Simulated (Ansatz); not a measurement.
# Puckered SnSe bilayer (AA) in a perpendicular field, part 3 of 4

What dipole does a perpendicular field induce in the puckered SnSe bilayer (AA), and does the gap follow? A positive field points along +c.

Ansatz 0.2.0; plane-wave DFT, r2SCAN-D4, Ansatz PAW (the session's first sound run).

So far, gap along the path (eV): step 3 (single point, field 0) 1.10; step 5 (field -0.05 V/Å) 1.10; step 6 (field 0.1 V/Å) 1.08; step 7 (field 0.2 V/Å) 1.04; step 8 (field 0.3 V/Å) 0.985.

## Step 9: Response, atoms held

This step: plane-wave DFT, r2SCAN-D4, Ansatz PAW; response to a field along the normal, atoms held (Ansatz 0.2.0).

The dipoles give the slope, and the difference of two potentials shows where the field is screened.

Numbers from this step:

* equivalent conductor thickness p/(ε₀AE): 11.09 Å
* distance between the outer atoms: 9.180 Å

Dipole of the cell against applied field:

```csv
applied field (V/Å),dipole of the cell (e·Å)
-0.050,-0.0575
0.000,-9.3e-7
0.050,0.0575
0.100,0.115
0.200,0.230
0.300,0.345
```

Local field over the applied field, running mean. From the potentials at -0.05 and 0.05 V/Å; running mean over 2.5 Å. Local field over applied field against z:

```csv
z (Å),local field over applied field
4.5,0.998
5.0,0.994
5.5,0.982
6.0,0.949
6.5,0.874
7.0,0.735
7.5,0.549
8.0,0.365
8.5,0.213
9.0,0.101
9.5,0.0474
10.0,0.0510
10.5,0.0573
11.0,0.0411
11.5,0.0404
12.0,0.0853
12.5,0.150
13.0,0.204
13.5,0.229
14.0,0.217
14.5,0.172
15.0,0.108
15.5,0.0515
16.0,0.0363
16.5,0.0532
17.0,0.0557
17.5,0.0446
18.0,0.0737
18.5,0.167
19.0,0.306
19.5,0.480
20.0,0.671
20.5,0.832
21.0,0.928
21.5,0.973
22.0,0.991
22.5,0.997
23.0,0.999
```

The induced electron density oscillates, so the rows of the table below give means over windows of 1 Å about each position, cut where the curve ends. Its maxima inside the range that stand out by 2 % of the span (Å: e/Å³ per V/Å): 7.9: 0.00399, 9.9: 7.0e-4, 11.7: 8.4e-4, 14.4: 0.00263, 16.3: 6.0e-4, 17.9: 8.6e-4. Its minima: 9.2: -8.6e-4, 10.9: -6.0e-4, 12.8: -0.00263, 15.5: -8.4e-4, 17.3: -7.0e-4, 19.3: -0.00399.

Electrons, planar mean, per unit field. Induced electron density against z; means over each step:

```csv
z (Å),induced electron density (e/Å³ per V/Å)
5,3.2e-5
6,2.9e-4
7,0.00173
8,0.00329
9,-2.7e-4
10,3.1e-4
11,-1.5e-4
12,6.0e-5
13,-0.00195
14,0.00156
15,4.7e-4
16,-3.9e-5
17,-2.9e-4
18,4.6e-4
19,-0.00283
20,-0.00220
21,-4.1e-4
22,-4.8e-5
23,-6.8e-6
```

The smaller of the gaps on the path and on the k-mesh, counted as 0 under 0.03 eV. The gap by applied field:

```csv
applied field (V/Å),gap (eV)
-0.050,1.10
0.000,1.10
0.050,1.10
0.100,1.08
0.200,1.04
0.300,0.985
```

By hand: between -0.05 and 0.05 V/Å the dipole changes by 0.1151 e·Å, a slope of 1.151 e·Å²/V. A perfect conductor of thickness t has p = ε₀AEt, so t = 180.95 × 1.151 / 18.779 = 11.09 Å (e/ε₀ = 180.95 V·Å, A in Å²).

The induced dipole is that of a conductor 11.09 Å thick.

## Step 10: Same geometry, cutoff 420 eV, functional LDA

This step: plane-wave DFT, LDA, Ansatz PAW (Ansatz 0.2.0).

The geometry is kept and the functional is LDA; other changes against the main runs: SCF threshold 1.0e-10 → 1.0e-09 eV, cutoff 500 → 420, k-mesh 10×10×1 → 6×6×1 and no dispersion term, which doesn't act on the electrons.

File input.yaml:

```yaml
crystal:
  lattice:
    - [4.4975327451, 0.0, 0.0]
    - [0.0, 4.1753362651, 0.0]
    - [0.0, 0.0, 27.1797850145]
  atoms:
    - { symbol: Sn, position: [0.0442167648, 0.0, 0.3311284469] }
    - { symbol: Se, position: [0.4587608753, 0.5, 0.3382023525] }
    - { symbol: Se, position: [0.9586533357, 0.0, 0.4301861362] }
    - { symbol: Sn, position: [0.5383690242, 0.5, 0.4373717585] }
    - { symbol: Sn, position: [0.0383690242, 0.0, 0.5626282415] }
    - { symbol: Se, position: [0.4586533357, 0.5, 0.5698138638] }
    - { symbol: Se, position: [0.9587608753, 0.0, 0.6617976475] }
    - { symbol: Sn, position: [0.5442167648, 0.5, 0.6688715531] }
kpoints:
  mp_grid: { grid: [6, 6, 1] }
hamiltonian:
  xc: lda
scf:
  occupations: { method: fermi_dirac, width: 0.05 }
  convergence: { dr2_threshold: 1.0e-09 }
efield:
  axis: 3
  dipole_correction: true
  ramp_position: 0.97
  ramp_width: 0.06
  amplitude: 0.1
output:
  write_potential: true
  write_density: true
  volumetric_format: npy
```

The run is started by

```bash
ansatz run input.yaml --threads 8 --pin off --max-ram 12288MiB --backend cpu --events-out ev --progress --plain --runs-dir out
```

Numbers of over 12 decimals in the logs are rounded to 6 here.

Log:

```text
[...]
Crystal: 8 atoms, lattice volume = 510.401 Å³
Basis set: ecut = 420 eV, 9989 PW (Γ)
Bands: 72, of which v1, the nominal top of the filled ones, is band 60 counted from 1 (59 counted from 0)
Symmetry: 2 space group operations
k-points: 16 of 36 (time reversal used)
[...]
SCF iter  12: F=-45053.725339 eV  HF=-45053.725339 eV  |F-HF|=3.35e-10  |Δ(HF+E_count)|=   1.35e-9  Δρ=2.94e-7  dr2=7.13e-10  ethr=1.00e-12  p=0.116 e·Å  D=4.13e-2 V/Å  ΔV_dip=-1.12 eV  dr2_dipole=2.98e-11  V_vac-E_F(+/−)=4.87/3.50 eV  ⟨swp⟩=10.1  Hψ=4239  notcnv=0
SCF 1 converged in 12 iterations: F = -45053.725339 eV  dr2 = 7.13e-10
[...]
SCF converged after 12 iterations
Free energy (F): -45053.725339 eV
[...]
Internal energy: -45053.725337 eV  (E = F + TS)
E sigma→0 (E₀):  -45053.725338 eV
Entropy (-TS):   -0.000002 eV (-0.000 meV/atom)
Fermi energy:    1.347318 eV
Dipole field:    D = 0.041266 V/Å  (p = 0.116396 e·Å, saw-weighted, corrected)
Work function:   not extracted (applied field tilts the vacuum); planar V_es + V_field profile in the machine report
[...]
--- Band table (eV; the first three rows and the last of 16) ---
  k-point 0: bands = [... 56 lower, -0.8924, -0.7744, 0.1595, 0.7834, 1.9220, 3.1481, 3.7286, 3.8898, ... 8 higher]
  k-point 1: bands = [... 56 lower, -0.4673, -0.3998, 0.0141, 0.7049, 2.0293, 3.2908, 3.4830, 3.7087, ... 8 higher]
  k-point 2: bands = [... 56 lower, -0.3272, 0.1716, 0.2971, 0.3740, 1.9907, 2.2386, 2.5434, 3.0737, ... 8 higher]
  k-point 15: bands = [... 56 lower, -1.1750, -1.1680, -0.3370, -0.3301, 3.6335, 3.6657, 4.0964, 4.0987, ... 8 higher]
```

Elapsed: 22 s, on 8 threads of Arm Neoverse N1, shared host; peak memory 1.8 GiB.

This step gave:

```
dipole along the normal : 0.1164 e·Å
```

The dipole is 0.116 e·Å.

## Step 11: Same geometry, cutoff 420 eV, functional LDA (run 2)

The same run in the opposite field.

Edit input.yaml of step 10 so:

```diff
@@ -26,3 +26,3 @@
   ramp_width: 0.06
-  amplitude: 0.1
+  amplitude: -0.1
 output:
```

Log:

```text
[...]
Crystal: 8 atoms, lattice volume = 510.401 Å³
Basis set: ecut = 420 eV, 9989 PW (Γ)
Bands: 72, of which v1, the nominal top of the filled ones, is band 60 counted from 1 (59 counted from 0)
Symmetry: 2 space group operations
k-points: 16 of 36 (time reversal used)
[...]
k-point 0: bands = [... 56 lower, -0.8924, -0.7744, 0.1595, 0.7834, 1.9220, 3.1481, 3.7286, 3.8898, ... 8 higher]
  k-point 1: bands = [... 56 lower, -0.4673, -0.3998, 0.0141, 0.7049, 2.0293, 3.2908, 3.4830, 3.7087, ... 8 higher]
  k-point 2: bands = [... 56 lower, -0.3272, 0.1716, 0.2971, 0.3740, 1.9907, 2.2386, 2.5434, 3.0737, ... 8 higher]
  k-point 15: bands = [... 56 lower, -1.1750, -1.1680, -0.3370, -0.3301, 3.6335, 3.6657, 4.0964, 4.0987, ... 8 higher]
[key lines of the parts left out:]
SCF converged after 12 iterations
Free energy (F): -45053.725339 eV
Fermi energy:    1.347318 eV
Dipole field:    D = -0.041265 V/Å  (p = -0.116396 e·Å, saw-weighted, corrected)
```

The job ended after 21 s (8 threads; peak memory 1.8 GiB; 2.6 min of CPU time).

The dipole is -0.116 e·Å.

## Step 12: Response at this level

This step: plane-wave DFT, LDA, Ansatz PAW; response to a field along the normal, atoms held (Ansatz 0.2.0).

The two signs of the field give the slope at this level.

Numbers from this step:

```
equivalent conductor thickness p/(ε₀AE) : 11.22 Å
```

The induced dipole is that of a conductor 11.22 Å thick.

## Step 13: Same geometry, cutoff 420 eV, functional PBE

This step: plane-wave DFT, PBE, Ansatz PAW (Ansatz 0.2.0).

The geometry is kept and the functional is PBE; other changes against the main runs: SCF threshold 1.0e-10 → 1.0e-09 eV, cutoff 500 → 420, k-mesh 10×10×1 → 6×6×1 and no dispersion term, which doesn't act on the electrons.

Edit input.yaml of step 11 so:

```diff
@@ -17,3 +17,3 @@
 hamiltonian:
-  xc: lda
+  xc: pbe
 scf:
@@ -26,3 +26,3 @@
   ramp_width: 0.06
-  amplitude: -0.1
+  amplitude: 0.1
 output:
```

Log:

```text
[...]
Crystal: 8 atoms, lattice volume = 510.401 Å³
Basis set: ecut = 420 eV, 9989 PW (Γ)
Bands: 72, of which v1, the nominal top of the filled ones, is band 60 counted from 1 (59 counted from 0)
Symmetry: 2 space group operations
k-points: 16 of 36 (time reversal used)
[...]
k-point 0: bands = [... 56 lower, -0.6140, -0.5148, 0.4380, 1.0734, 2.2799, 3.4708, 4.0691, 4.2306, ... 8 higher]
  k-point 1: bands = [... 56 lower, -0.1720, -0.1063, 0.3004, 0.9929, 2.3947, 3.6177, 3.8405, 4.0706, ... 8 higher]
  k-point 2: bands = [... 56 lower, -0.0179, 0.4761, 0.6125, 0.6821, 2.3633, 2.6132, 2.9182, 3.4307, ... 8 higher]
  k-point 15: bands = [... 56 lower, -0.8863, -0.8784, -0.0527, -0.0461, 3.9881, 4.0236, 4.4556, 4.4570, ... 8 higher]
[key lines of the parts left out:]
SCF converged after 14 iterations
Free energy (F): -45976.362445 eV
Fermi energy:    1.679759 eV
Dipole field:    D = 0.041273 V/Å  (p = 0.116416 e·Å, saw-weighted, corrected)
```

It took 23 s on 8 threads; peak memory 1.8 GiB; 2.9 min of CPU time.

The dipole is 0.116 e·Å.

## Step 14: Same geometry, cutoff 420 eV, functional PBE (run 2)

The same run in the opposite field.

Edit input.yaml of step 13 so:

```diff
@@ -26,3 +26,3 @@
   ramp_width: 0.06
-  amplitude: 0.1
+  amplitude: -0.1
 output:
```

Log:

```text
[...]
Crystal: 8 atoms, lattice volume = 510.401 Å³
Basis set: ecut = 420 eV, 9989 PW (Γ)
Bands: 72, of which v1, the nominal top of the filled ones, is band 60 counted from 1 (59 counted from 0)
Symmetry: 2 space group operations
k-points: 16 of 36 (time reversal used)
[...]
k-point 0: bands = [... 56 lower, -0.6140, -0.5148, 0.4380, 1.0734, 2.2799, 3.4708, 4.0691, 4.2306, ... 8 higher]
  k-point 1: bands = [... 56 lower, -0.1720, -0.1063, 0.3004, 0.9929, 2.3947, 3.6177, 3.8405, 4.0706, ... 8 higher]
  k-point 2: bands = [... 56 lower, -0.0179, 0.4761, 0.6125, 0.6821, 2.3633, 2.6132, 2.9182, 3.4307, ... 8 higher]
  k-point 15: bands = [... 56 lower, -0.8863, -0.8784, -0.0527, -0.0461, 3.9881, 4.0236, 4.4556, 4.4570, ... 8 higher]
[key lines of the parts left out:]
SCF converged after 14 iterations
Free energy (F): -45976.362445 eV
Fermi energy:    1.679759 eV
Dipole field:    D = -0.041273 V/Å  (p = -0.116416 e·Å, saw-weighted, corrected)
```

It took 24 s on 8 threads; peak memory 1.8 GiB; 2.9 min of CPU time.

The dipole is -0.116 e·Å.

## Step 15: Response at this level

This step: plane-wave DFT, PBE, Ansatz PAW; response to a field along the normal, atoms held (Ansatz 0.2.0).

The induced dipole is that of a conductor 11.22 Å thick.

## Step 16: Same geometry, cutoff 500 eV, functional r2SCAN

This step: plane-wave DFT, r2SCAN, Ansatz PAW (Ansatz 0.2.0).

The geometry is kept and the functional is r2SCAN; other changes against the main runs: SCF threshold 1.0e-10 → 1.0e-09 eV, k-mesh 10×10×1 → 6×6×1 and no dispersion term, which doesn't act on the electrons.

Edit input.yaml of step 14 so:

```diff
@@ -17,3 +17,3 @@
 hamiltonian:
-  xc: pbe
+  xc: r2scan
 scf:
@@ -26,3 +26,3 @@
   ramp_width: 0.06
-  amplitude: -0.1
+  amplitude: 0.1
 output:
```

Log:

```text
[...]
Crystal: 8 atoms, lattice volume = 510.401 Å³
Basis set: ecut = 500 eV, 12977 PW (Γ), exchange–correlation on 144×128×800 points (64 copies of the dense FFT grid, shifted against one another)
Bands: 72, of which v1, the nominal top of the filled ones, is band 60 counted from 1 (59 counted from 0)
Symmetry: 2 space group operations
k-points: 16 of 36 (time reversal used)
[...]
k-point 0: bands = [... 56 lower, -0.9145, -0.8542, 0.1857, 0.8744, 2.2954, 3.5671, 4.1895, 4.3654, ... 8 higher]
  k-point 1: bands = [... 56 lower, -0.4340, -0.3646, 0.0576, 0.7849, 2.4308, 3.7155, 3.9100, 4.1545, ... 8 higher]
  k-point 2: bands = [... 56 lower, -0.2309, 0.2560, 0.4085, 0.4900, 2.4303, 2.6881, 2.9955, 3.4965, ... 8 higher]
  k-point 15: bands = [... 56 lower, -1.1859, -1.1768, -0.3302, -0.3244, 4.0802, 4.1190, 4.5415, 4.5449, ... 8 higher]
[key lines of the parts left out:]
SCF converged after 13 iterations
Free energy (F): -46070.239544 eV
Fermi energy:    1.603129 eV
Dipole field:    D = 0.040824 V/Å  (p = 0.115151 e·Å, saw-weighted, corrected)
```

The job ended after 49 s (8 threads; peak memory 2.9 GiB; 6.1 min of CPU time).

The dipole is 0.115 e·Å.

## Step 17: Same geometry, cutoff 500 eV, functional r2SCAN (run 2)

The same run in the opposite field.

Edit input.yaml of step 16 so:

```diff
@@ -26,3 +26,3 @@
   ramp_width: 0.06
-  amplitude: 0.1
+  amplitude: -0.1
 output:
```

Log:

```text
[...]
Crystal: 8 atoms, lattice volume = 510.401 Å³
Basis set: ecut = 500 eV, 12977 PW (Γ), exchange–correlation on 144×128×800 points (64 copies of the dense FFT grid, shifted against one another)
Bands: 72, of which v1, the nominal top of the filled ones, is band 60 counted from 1 (59 counted from 0)
Symmetry: 2 space group operations
k-points: 16 of 36 (time reversal used)
[...]
k-point 0: bands = [... 56 lower, -0.9145, -0.8542, 0.1857, 0.8744, 2.2954, 3.5671, 4.1895, 4.3654, ... 8 higher]
  k-point 1: bands = [... 56 lower, -0.4340, -0.3646, 0.0576, 0.7849, 2.4308, 3.7155, 3.9100, 4.1545, ... 8 higher]
  k-point 2: bands = [... 56 lower, -0.2309, 0.2560, 0.4085, 0.4900, 2.4303, 2.6881, 2.9955, 3.4965, ... 8 higher]
  k-point 15: bands = [... 56 lower, -1.1859, -1.1768, -0.3302, -0.3244, 4.0802, 4.1190, 4.5415, 4.5449, ... 8 higher]
[key lines of the parts left out:]
SCF converged after 13 iterations
Free energy (F): -46070.239544 eV
Fermi energy:    1.603129 eV
Dipole field:    D = -0.040824 V/Å  (p = -0.115151 e·Å, saw-weighted, corrected)
```

Elapsed: 49 s, on 8 threads; peak memory 2.9 GiB.

The dipole is -0.115 e·Å.

## Step 18: Response at this level

This step: plane-wave DFT, r2SCAN, Ansatz PAW; response to a field along the normal, atoms held (Ansatz 0.2.0).

The induced dipole is that of a conductor 11.10 Å thick.

## Step 19: Same geometry, cutoff 420 eV, functional HSE06

This step: plane-wave DFT, HSE06, Ansatz PAW (Ansatz 0.2.0).

The geometry is kept and the functional is HSE06; other changes against the main runs: SCF threshold 1.0e-10 → 1.0e-09 eV, cutoff 500 → 420, k-mesh 10×10×1 → 6×6×1 and no dispersion term, which doesn't act on the electrons.

Edit input.yaml of step 17 so:

```diff
@@ -17,3 +17,3 @@
 hamiltonian:
-  xc: r2scan
+  xc: hse06
 scf:
@@ -26,3 +26,3 @@
   ramp_width: 0.06
-  amplitude: -0.1
+  amplitude: 0.1
 output:
```

Log:

```text
[...]
Crystal: 8 atoms, lattice volume = 510.401 Å³
Basis set: ecut = 420 eV, 9989 PW (Γ)
Bands: 72, of which v1, the nominal top of the filled ones, is band 60 counted from 1 (59 counted from 0)
Symmetry: 2 space group operations
k-points: 16 of 36 (time reversal used)
[...]
k-point 1: bands = [... 56 lower, -0.6437, -0.5732, -0.1624, 0.6132, 2.5812, 3.8799, 4.1174, 4.3827, ... 1 higher]
  k-point 2: bands = [... 56 lower, -0.4528, 0.0814, 0.2587, 0.3271, 2.5292, 2.8054, 3.1572, 3.6795, ... 1 higher]
  k-point 15: bands = [... 56 lower, -1.4836, -1.4754, -0.5590, -0.5533, 4.3019, 4.3417, 4.7191, 4.7211, ... 1 higher]
  guard bands above this table: 7 of the run's 72 bands. The solve was not asked for them (output.publish_guard_bands: true or output.eigenvalues: true publishes all)
[key lines of the parts left out:]
Free energy (F): -45998.546430 eV
Fermi energy:    1.593059 eV
Dipole field:    D = 0.040773 V/Å  (p = 0.115005 e·Å, saw-weighted, corrected)
```

Wall time 6.4 min (8 threads); peak memory 11 GiB.

The dipole is 0.115 e·Å.

## Step 20: Same geometry, cutoff 420 eV, functional HSE06 (run 2)

The same run in the opposite field.

Edit input.yaml of step 19 so:

```diff
@@ -26,3 +26,3 @@
   ramp_width: 0.06
-  amplitude: 0.1
+  amplitude: -0.1
 output:
```

Log:

```text
[...]
Crystal: 8 atoms, lattice volume = 510.401 Å³
Basis set: ecut = 420 eV, 9989 PW (Γ)
Bands: 72, of which v1, the nominal top of the filled ones, is band 60 counted from 1 (59 counted from 0)
Symmetry: 2 space group operations
k-points: 16 of 36 (time reversal used)
[...]
--- Band table (eV; the first three rows and the last of 16) ---
  k-point 0: bands = [... 56 lower, -1.1883, -1.0952, -0.0307, 0.7118, 2.4353, 3.7179, 4.2835, 4.4650, ... 1 higher]
  k-point 1: bands = [... 56 lower, -0.6437, -0.5731, -0.1624, 0.6132, 2.5812, 3.8800, 4.1174, 4.3827, ... 1 higher]
  k-point 2: bands = [... 56 lower, -0.4528, 0.0814, 0.2587, 0.3271, 2.5292, 2.8054, 3.1572, 3.6795, ... 1 higher]
  k-point 15: bands = [... 56 lower, -1.4836, -1.4754, -0.5590, -0.5533, 4.3019, 4.3417, 4.7191, 4.7211, ... 1 higher]
[...]
[key lines of the parts left out:]
Free energy (F): -45998.546430 eV
Fermi energy:    1.593059 eV
Dipole field:    D = -0.040773 V/Å  (p = -0.115006 e·Å, saw-weighted, corrected)
```

Elapsed: 6.5 min, on 8 threads; peak memory 11 GiB; 50 min of CPU time.

The dipole is -0.115 e·Å.

## Step 21: Comparing the runs

Times are for 8 threads of Arm Neoverse N1, shared host. The runs compared:

```csv
no.,functional,field,dipole along the normal (e·Å),time,memory (GiB)
1,lda,0.1 V/Å,0.1164,22 s,1.8
2,lda,-0.1 V/Å,-0.1164,21 s,1.8
3,pbe,0.1 V/Å,0.1164,23 s,1.8
4,pbe,-0.1 V/Å,-0.1164,24 s,1.8
5,r2scan,0.1 V/Å,0.1152,49 s,2.9
6,r2scan,-0.1 V/Å,-0.1152,49 s,2.9
7,hse06,0.1 V/Å,0.1150,6.4 min,11
8,hse06,-0.1 V/Å,-0.1150,6.5 min,11
```

## Step 22: Response at this level

This step: plane-wave DFT, HSE06, Ansatz PAW; response to a field along the normal, atoms held (Ansatz 0.2.0).

The induced dipole is that of a conductor 11.08 Å thick.

(Continued in part 4 of 4.)

[Logs are printed without paths, hosts, clocks, repeated set-up lines and the standing remarks that a program may print on its own settings, such as how far it seeks lower states.]

[Hosts, paths, dates, database ids (printed as entryN), source tags and the programs' standing remarks are cut or masked in the printed files.]

[Maps of the electrostatic potential energy from Ansatz leave out the sawtooth potential of an applied field or a dipole correction, so their vacuum need not be flat; planar profiles and work functions include it.]
